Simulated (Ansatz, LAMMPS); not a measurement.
# Structural relaxation of aqueous Cs+ and SO4 2-, 1.9 mol of salt per kg of water, from a frame at 330 K (94 atoms), part 3 of 3

Aim: bring aqueous Cs+ and SO4 2-, 1.9 mol of salt per kg of water, from a frame at 330 K (94 atoms) to a nearby minimum of the energy and see what moves.

Ansatz 0.2.0; Kohn-Sham DFT, PBE+D4, PAW (set soft_2), plane waves.

The cell: 33 O, 1 S, 58 H and 2 Cs. The network of contacts between molecules at the start is that of the classical potential that made the cell. The concentration wasn't checked against solubility and may exceed it. The density was typed from a rule of thumb and may lie off the real one at this temperature. The Brillouin zone is sampled at Γ only, in a cell whose shortest periodic width is 10 Å.

So far. Step 4 (Relaxation): The relaxation changed the energy by -67.5 meV/atom, and atoms moved by 0.67 Å r.m.s., 1.5 Å at most.

### 6. Single point at the relaxed geometry

One more single point at the end of the walk gives the fuller output and checks the residual forces.

Input file input.yaml:

```yaml
crystal:
  lattice:
    - [9.89209, 0.0, 0.0]
    - [0.0, 9.89209, 0.0]
    - [0.0, 0.0, 9.89209]
  atoms:
    - { symbol: O, position: [0.50549, 0.37081, 0.18875] }
    - { symbol: S, position: [0.46518, 0.39817, 0.33263] }
    - { symbol: O, position: [0.31566, 0.42529, 0.33868] }
    - { symbol: O, position: [0.49855, 0.27797, 0.41773] }
    - { symbol: O, position: [0.5394, 0.51887, 0.38605] }
    - { symbol: O, position: [0.15753, 0.95888, 0.68432] }
    - { symbol: H, position: [0.14338, 0.98063, 0.78195] }
    - { symbol: H, position: [0.12486, 0.04022, 0.63343] }
    - { symbol: O, position: [0.2874, 0.59622, 0.83936] }
    - { symbol: H, position: [0.30092, 0.50281, 0.87399] }
    - { symbol: H, position: [0.34632, 0.60404, 0.75823] }
    - { symbol: O, position: [0.37599, 0.99061, 0.04289] }
    - { symbol: H, position: [0.39398, 0.01771, 0.13747] }
    - { symbol: H, position: [0.37982, 0.88648, 0.04261] }
    - { symbol: O, position: [0.39301, 0.0373, 0.32209] }
    - { symbol: H, position: [0.3007, 0.07687, 0.312] }
    - { symbol: H, position: [0.44499, 0.11859, 0.34938] }
    - { symbol: O, position: [0.74254, 0.17776, 0.88104] }
    - { symbol: H, position: [0.79323, 0.25557, 0.84442] }
    - { symbol: H, position: [0.64764, 0.18852, 0.85261] }
    - { symbol: O, position: [0.98813, 0.75841, 0.30218] }
    - { symbol: H, position: [0.93312, 0.68036, 0.33518] }
    - { symbol: H, position: [0.93005, 0.83898, 0.31565] }
    - { symbol: O, position: [0.46462, 0.13826, 0.83802] }
    - { symbol: H, position: [0.4336, 0.07591, 0.91159] }
    - { symbol: H, position: [0.43791, 0.09665, 0.75276] }
    - { symbol: O, position: [0.93612, 0.50056, 0.01838] }
    - { symbol: H, position: [0.97585, 0.59284, 0.01136] }
    - { symbol: H, position: [0.846, 0.51801, 0.0598] }
    - { symbol: O, position: [0.57466, 0.38607, 0.6859] }
    - { symbol: H, position: [0.56032, 0.48327, 0.6913] }
    - { symbol: H, position: [0.5281, 0.36007, 0.60255] }
    - { symbol: O, position: [0.58002, 0.77689, 0.29531] }
    - { symbol: H, position: [0.49374, 0.82382, 0.28739] }
    - { symbol: H, position: [0.55605, 0.68922, 0.33662] }
    - { symbol: O, position: [0.11981, 0.00412, 0.9509] }
    - { symbol: H, position: [0.08313, 0.09379, 0.97554] }
    - { symbol: H, position: [0.21194, 0.00372, 0.99238] }
    - { symbol: O, position: [0.16953, 0.19335, 0.29354] }
    - { symbol: H, position: [0.22013, 0.2787, 0.3087] }
    - { symbol: H, position: [0.12478, 0.21029, 0.20448] }
    - { symbol: O, position: [0.81656, 0.64285, 0.66713] }
    - { symbol: H, position: [0.914, 0.66737, 0.67997] }
    - { symbol: H, position: [0.81299, 0.55176, 0.70711] }
    - { symbol: O, position: [0.38803, 0.73389, 0.04872] }
    - { symbol: H, position: [0.33353, 0.71305, 0.13124] }
    - { symbol: H, position: [0.34624, 0.68455, 0.97112] }
    - { symbol: O, position: [0.33285, 0.35201, 0.96121] }
    - { symbol: H, position: [0.38048, 0.28514, 0.90338] }
    - { symbol: H, position: [0.39073, 0.3638, 0.04173] }
    - { symbol: O, position: [0.70596, 0.1604, 0.15209] }
    - { symbol: H, position: [0.72805, 0.17594, 0.05527] }
    - { symbol: H, position: [0.63503, 0.22647, 0.17301] }
    - { symbol: O, position: [0.79378, 0.95795, 0.31655] }
    - { symbol: H, position: [0.76599, 0.02823, 0.25057] }
    - { symbol: H, position: [0.71633, 0.8954, 0.32267] }
    - { symbol: O, position: [0.08161, 0.6903, 0.68304] }
    - { symbol: H, position: [0.10437, 0.7869, 0.66887] }
    - { symbol: H, position: [0.14205, 0.65953, 0.75702] }
    - { symbol: O, position: [0.16909, 0.43498, 0.58501] }
    - { symbol: H, position: [0.22578, 0.43733, 0.50341] }
    - { symbol: H, position: [0.13578, 0.52806, 0.59602] }
    - { symbol: O, position: [0.98536, 0.76747, 0.03022] }
    - { symbol: H, position: [0.9912, 0.76646, 0.13104] }
    - { symbol: H, position: [0.03981, 0.84569, 0.00079] }
    - { symbol: O, position: [0.08623, 0.26428, 0.04558] }
    - { symbol: H, position: [0.02726, 0.34503, 0.04705] }
    - { symbol: H, position: [0.17552, 0.29796, 0.01271] }
    - { symbol: O, position: [0.26514, 0.70175, 0.28866] }
    - { symbol: H, position: [0.27126, 0.60485, 0.30979] }
    - { symbol: H, position: [0.16916, 0.72652, 0.30081] }
    - { symbol: O, position: [0.8952, 0.39254, 0.77898] }
    - { symbol: H, position: [0.983, 0.38105, 0.73614] }
    - { symbol: H, position: [0.9149, 0.43666, 0.86903] }
    - { symbol: O, position: [0.68258, 0.89639, 0.6499] }
    - { symbol: H, position: [0.58616, 0.89741, 0.62681] }
    - { symbol: H, position: [0.71241, 0.80227, 0.63919] }
    - { symbol: O, position: [0.40634, 0.92961, 0.58693] }
    [... 10 atom lines left out ...]
    - { symbol: H, position: [0.46391, 0.60635, 0.53785] }
    - { symbol: O, position: [0.07557, 0.17774, 0.54771] }
    - { symbol: H, position: [0.10781, 0.26924, 0.57306] }
    - { symbol: H, position: [0.09897, 0.17319, 0.44991] }
    - { symbol: Cs, position: [0.77239, 0.17882, 0.53529] }
    - { symbol: Cs, position: [0.6976, 0.8574, 0.9539] }
kpoints:
  mp_grid: { grid: [1, 1, 1] }
hamiltonian:
  xc: pbe
  dispersion: d4
scf:
  occupations: { method: fermi_dirac, width: 0.025 }
output:
  forces: true
  stress: true
  populations: true
  dos:
    method: { smearing: { sigma: 0.15 } }
    de: 0.1
    projected: { site_lists: { Cs: [Cs], H: [H], O: [O], S: [S] } }
  eigenvalues: true
  write_density: true
  write_potential: true
  volumetric_format: npy
```

The run is started by

```bash
$ ansatz run input.yaml --threads 4 --pin off --max-ram 8192MiB --backend cpu --events-out ev --progress --plain --runs-dir out
```

Numbers of over 12 decimals in the logs are rounded to 6 here.

Output:

```text
[...]
Crystal: 94 atoms, lattice volume = 967.975 Å³
Basis set: ecut = 420 eV, 18949 PW (Γ), exchange–correlation on 144×144×144 points (8 copies of the dense FFT grid, shifted against one another)
Bands: 234, of which v1, the nominal top of the filled ones, is band 140 counted from 1 (139 counted from 0)
Symmetry: 1 space group operations
[...]
k-points: 1
[...]
SCF iter   1: F=—  HF=-31912.141515 eV  |F-HF|=—  |Δ(HF+E_count)|=         —  Δρ=2.58e-3  dr2=5.97e-2  ethr=1.77e-3  ⟨swp⟩=5.0  Hψ=984  notcnv=0  defer=81
[...]
SCF iter   9: F=-31912.078190 eV  HF=-31912.078190 eV  |F-HF|=2.18e-9  |Δ(HF+E_count)|=   2.09e-8  Δρ=1.15e-6  dr2=1.10e-8  ethr=3.57e-11  ⟨swp⟩=21.0  Hψ=2196  notcnv=0
[...]
SCF 1 converged in 9 iterations: F = -31912.078190 eV  dr2 = 1.10e-8
[...]
SCF converged after 9 iterations
Free energy (F): -31912.078190 eV
[...]
Internal energy: -31912.078190 eV  (E = F + TS)
E sigma→0 (E₀):  -31912.078190 eV
Fermi energy:    0.958936 eV
[...]
--- Forces (eV/Å), atoms counted from 1 ---
  atom   1  O      0.00717377    -0.00913415    -0.02706524
  atom   2  S     -0.00922096    -0.00020067     0.02395952
  atom   3  O     -0.02435345    -0.00434327     0.00674883
  atom   4  O      0.01375826     0.00537234    -0.00864451
  atom   5  O     -0.00186528     0.00816747    -0.00558907
  atom   6  O     -0.00419410     0.01186485    -0.00080783
  atom   7  H      0.00182564    -0.00105409    -0.00325715
  atom   8  H      0.00541277    -0.00837689     0.00351377
  atom   9  O      0.01078463    -0.02205229     0.01085223
  atom  10  H     -0.00342531     0.01489967    -0.00140277
  atom  11  H      0.00500896     0.01084692    -0.00921766
  atom  12  O      0.00793554     0.00429500     0.00050235
  atom  13  H     -0.00610964    -0.00133321     0.00085789
  atom  14  H     -0.00045961    -0.01377328     0.00186568
[...]
atom  93  Cs     0.00349394    -0.00394303     0.02562500
  atom  94  Cs     0.00091114    -0.00052705    -0.02250573
  max |Σ_I F_I| component: 3.93e-5 eV/Å
--- Stress (GPa, compression-positive) ---
        0.136982       0.149509       0.193126
        0.149509      -0.383178      -0.049296
        0.193125      -0.049296       0.222662
  P = ⅓ Tr σ = -0.0078 GPa (-0.078 kbar)
--- Band table (eV) ---
[...]
--- Löwdin populations: 94 sites ---
  site symbol       q [e]
     0      O      6.7740
     1      S      3.5583
     2      O      6.7661
[...]
93     Cs      8.1093
  spilling = 0.011222 (of n_electrons = 280.000000)
```

Wall time 9.1 s (4 threads of Arm Neoverse V2, shared host); peak memory 1.1 GiB; 35 s of CPU time.

Read from the output:

```
free energy                                      : -31912.0782 eV
free energy per atom                             : -339.4902 eV/atom
SCF cycles                                       : 9
pressure                                         : -0.007845 GPa
r.m.s. force component                           : 0.00761 eV/Å
longest force                                    : 0.03978 eV/Å
Fermi energy                                     : 0.9589 eV
gap (highest filled to lowest empty level) : 4.953 eV
spilling of the projection                       : 0.01122
```

Löwdin charges by element (they lack the spilled electrons, 0.033 e an atom on average):

```csv
element,coordination,atoms,mean charge (e),spread,least,most
Cs,all,2,0.890,9.0e-4,0.889,0.891
H,all,58,0.385,0.0081,0.361,0.406
O,all,33,-0.709,0.0332,-0.799,-0.665
S,all,1,2.44,0,2.44,2.44
```

States in the cell by windows of 1 eV, zero at the Fermi level; the larger projections on atomic orbitals stand beside the total:

```csv
from (eV),to (eV),total,O p,H s,O s,Cs p
-10,-9,16.5,11.2,4.7,0.1,0.2
-9,-8,44.7,28.6,11.4,0.4,3.7
-8,-7,14.8,4.9,0.7,0.8,7.6
-7,-6,15.1,11.5,1.7,1.7,0.1
-6,-5,24.3,19.7,1.7,2.4,0.1
-5,-4,26.8,23.8,0.7,1.5,0.1
-4,-3,38.7,37.8,0.2,0.1,0.1
-3,-2,27.1,26.6,0.1,0.0,0.1
-2,2,0.0,0.0,0.0,0.0,0.0
2,3,2.0,0.0,0.9,0.5,0.0
3,4,0.0,0.0,0.0,0.0,0.0
4,5,12.6,0.9,5.6,1.8,0.0
```

Between -25 and -10 eV lie 72 more states.

The levels nearest the highest filled one (over half full), pooled over k-points and spins:

```csv
level less the highest filled one (eV),occupation
-0.267,2
-0.247,2
-0.186,2
-0.115,2
-0.0626,2
0,2
4.95,0
6.74,0
6.78,0
6.90,0
6.98,0
7.08,0
```

Electrostatic potential energy in the ab plane at fractional z = 0.317, with atoms of S and O and H within 0.2 Å of it. With pseudopotentials it is smooth inside the atoms' cores, unlike the true potential.

Ten even steps from '_' (-42 eV) to '@' (6 eV), each cell a mean:
```
@@@@@@@@@@@@@@@@@@@@##**%%@@@@@@@@@@@@@@**____..##@@@@@@
@@@@@@@@@@@@@@@@@@@@@@@@@@@@@@@@@@@@@@**::____::%%@@@@@@
@@@@@@@@@@@@@@@@@@@@@@@@@@%%%%@@@@@@%%==..++**%%@@##**%%
%%@@@@@@@@@@@@@@@@@@@@@@%%**++##**##@@%%##%%@@@@%%--__++
::##@@@@@@@@@@@@@@@@@@@@%%**==..__::%%@@@@@@@@@@@@**::..
__==@@%%****##++##@@@@@@@@%%**..__..##@@@@@@@@@@@@%%::__
::**@@%%--::::__::##@@@@@@@@##::::++@@@@@@@@@@@@@@##--..
%%@@@@@@####--__..##@@@@@@@@##::==%%@@@@@@@@@@@@@@++..++
@@@@@@@@@@@@##::--%%@@@@@@@@@@%%%%@@@@@@@@@@@@@@@@%%##%%
@@@@@@@@@@@@##::--%%@@@@@@@@@@@@@@@@@@@@@@@@@@@@@@@@@@@@
@@@@@@@@@@@@@@##%%@@@@@@@@@@%%%%@@@@@@@@%%%%@@@@@@@@@@@@
@@@@@@@@@@@@@@@@@@@@@@%%%%%%##**%%@@@@@@%%%%@@@@@@@@@@@@
@@@@@@@@@@@@@@##--::++**--::==##%%@@@@@@@@@@@@@@@@@@@@@@
@@@@@@@@@@@@@@++____..::______++%%@@@@@@@@@@@@@@@@@@@@@@
@@@@@@@@@@@@@@##::..--::__..__==%%@@@@@@@@@@@@@@@@@@@@@@
@@@@@@@@@@@@%%%%%%%%##++..__::**%%@@@@@@@@@@@@@@@@@@@@@@
@@@@@@@@@@**--**@@@@@@%%##**##%%@@@@@@@@@@@@@@@@@@@@@@@@
@@@@@@@@**--..**@@@@@@@@@@@@@@@@@@@@@@@@@@@@@@@@@@@@@@@@
@@@@@@++..__==%%@@@@@@@@@@@@@@@@@@@@@@@@@@@@@@@@@@@@@@@@
@@@@@@++____==@@@@@@@@@@%%%%@@@@@@@@@@@@@@@@@@@@@@@@@@@@
@@@@@@%%++++%%%%%%%%%%%%++##@@@@@@@@@@@@@@@@@@@@@@@@@@@@
@@@@@@@@@@@@@@**..--==----##@@@@@@@@@@@@@@@@@@@@@@@@@@@@
@@@@@@@@@@@@@@##::..____..##@@@@@@@@@@@@@@@@%%@@@@@@@@@@
@@@@@@@@@@@@@@@@%%++____::%%@@@@@@@@@@@@%%++::++@@@@@@@@
```
Columns run along a (9.9 Å; values clipped at the 3rd and 97th percentile), rows up along b (9.9 Å). Atoms in or near the plane, at fractional coordinates: S at (0.47, 0.40), O at (0.39, 0.04), H at (0.30, 0.08), O at (0.99, 0.76), H at (0.93, 0.68), H at (0.93, 0.84), H at (0.56, 0.69), H at (0.22, 0.28), O at (0.79, 0.96), H at (0.72, 0.90), H at (0.27, 0.60), H at (0.17, 0.73).

Valence density in the ab plane at fractional z = 0.317, with atoms of S and O and H within 0.2 Å of it. It is the smooth field of the valence electrons, not physical close to the nuclei.

Ten steps, logarithmic in the rise over the least value, from '_' (0.0 e/Å³) to '@' (6.8 e/Å³), each cell a mean:
```
________________::==++**++--..______..--**@@@@@@**--..__
__________________..::::::....____..::==##%%@@%%++--..__
....__________________....::::::::::::==******++==------
==--..__________________..==++****++==------::::::++****
%%**--....::::----::....::==**%%@@%%++::....__..::++##%%
@@##==::==++******==::....--**%%@@%%++::..______::++##@@
%%**----++**%%@@%%**--....::++####**==..________::++##%%
++--::::--++##%%%%++--..__..--++++==::________..::==****
::..____..--++##**==::____..::----::..____....::::------
__________::==**++--..__..::------::..__..::------::....
____________::----::....::--++++==--....::----==--::..__
____________..--====------==****++--....::::------::..__
__________..--++##%%**++++++**++==::..__............____
__________..--##@@@@%%**++++++++--::____________________
__________..--**%%%%##**++==++==--..____________________
________..::--==++++==++++++++==::..____________________
____..::--==++==::::::--==++==--::..____________________
__..::==**##**==::......::----::..______________________
__..==**@@%%##==::____..::::::::..______________________
__..==##@@@@##==::....::::::....________________________
__..::++####++------====++==..__________________________
____..::--------++**######++::__________........________
________......--**##@@@@%%++::________..::====--::______
______________::==**%%@@%%++::________::==##%%**==::____
```
Columns run along a (9.9 Å), rows up along b (9.9 Å). Atoms in or near the plane, at fractional coordinates: S at (0.47, 0.40), O at (0.39, 0.04), H at (0.30, 0.08), O at (0.99, 0.76), H at (0.93, 0.68), H at (0.93, 0.84), H at (0.56, 0.69), H at (0.22, 0.28), O at (0.79, 0.96), H at (0.72, 0.90), H at (0.27, 0.60), H at (0.17, 0.73).

Mean Löwdin charges: Cs +0.89, H +0.39, O -0.71, S +2.44 e (they miss 1.1 % of the electrons, so they add up to more than the cell's charge). The largest share in the top eV of filled states is O p (99 % of the projected weight), and in the lowest eV of empty states H s (45 % of the projected weight).

A closer look about S2, the only S atom: 8 atoms, nearest first, numbered in the order of the input, with positions taken from that point.

```csv
atom,x,y,z,distance (Å),Löwdin charge (e)
S2,0.00,0.00,0.00,0.00,2.44
O4,0.33,-1.19,0.84,1.49,-0.80
O5,0.73,1.19,0.53,1.50,-0.78
O1,0.40,-0.27,-1.42,1.50,-0.77
O3,-1.48,0.27,0.06,1.50,-0.77
H40,-2.42,-1.18,-0.24,2.71,0.38
H83,1.52,0.97,-2.10,2.77,0.39
H32,0.62,-0.38,2.67,2.77,0.38
```

### 7. Outcome

```yaml
energy_change_in_the_relaxation: -67.55 meV/atom
r_m_s_displacement: 0.672 Å
largest_displacement: 1.529 Å
free_energy_per_atom: -339.4902 eV/atom
pressure: -0.007845 GPa
r_m_s_force_component: 0.00761 eV/Å
spacing_of_highest_filled_and_lowest_empty_level: 4.953 eV
wall_time_of_the_3_dft_runs: 2.5 min
```

**Reading.** Relaxation lowers the energy by 67.5 meV/atom and moves atoms by 0.67 Å r.m.s.; the r.m.s. force component goes from 0.65 to 0.0076 eV/Å, the pressure goes from -0.012 to -0.0078 GPa, and the gap from 4.24 to 4.95 eV. First to last step the energy falls by 6.349 eV; the largest move, 1.53 Å, is that of H31, with 1 other atom within 2 % of it. Between filled and empty levels lie 4.95 eV (at Γ alone); a semilocal functional tends to put such gaps too low. In a disordered cell it changes from sample to sample and from frame to frame.

What to keep in mind: The network of contacts between molecules at the start is that of the classical potential that made the cell; in DFT atoms moved by 0.67 Å r.m.s. The program warns that the dispersion model switches its C6 values near this geometry, which can put artefacts into forces and pressure. The relaxed geometry lies near a switch of the dispersion model's C6 values, so it may be an artefact of their interpolation.

[Logs are printed without paths, hosts, clocks, repeated set-up lines and the standing remarks that a program may print on its own settings, such as how far it seeks lower states.]

[Hosts, paths, dates, database ids (printed as entryN), source tags and the programs' standing remarks are cut or masked in the printed files.]
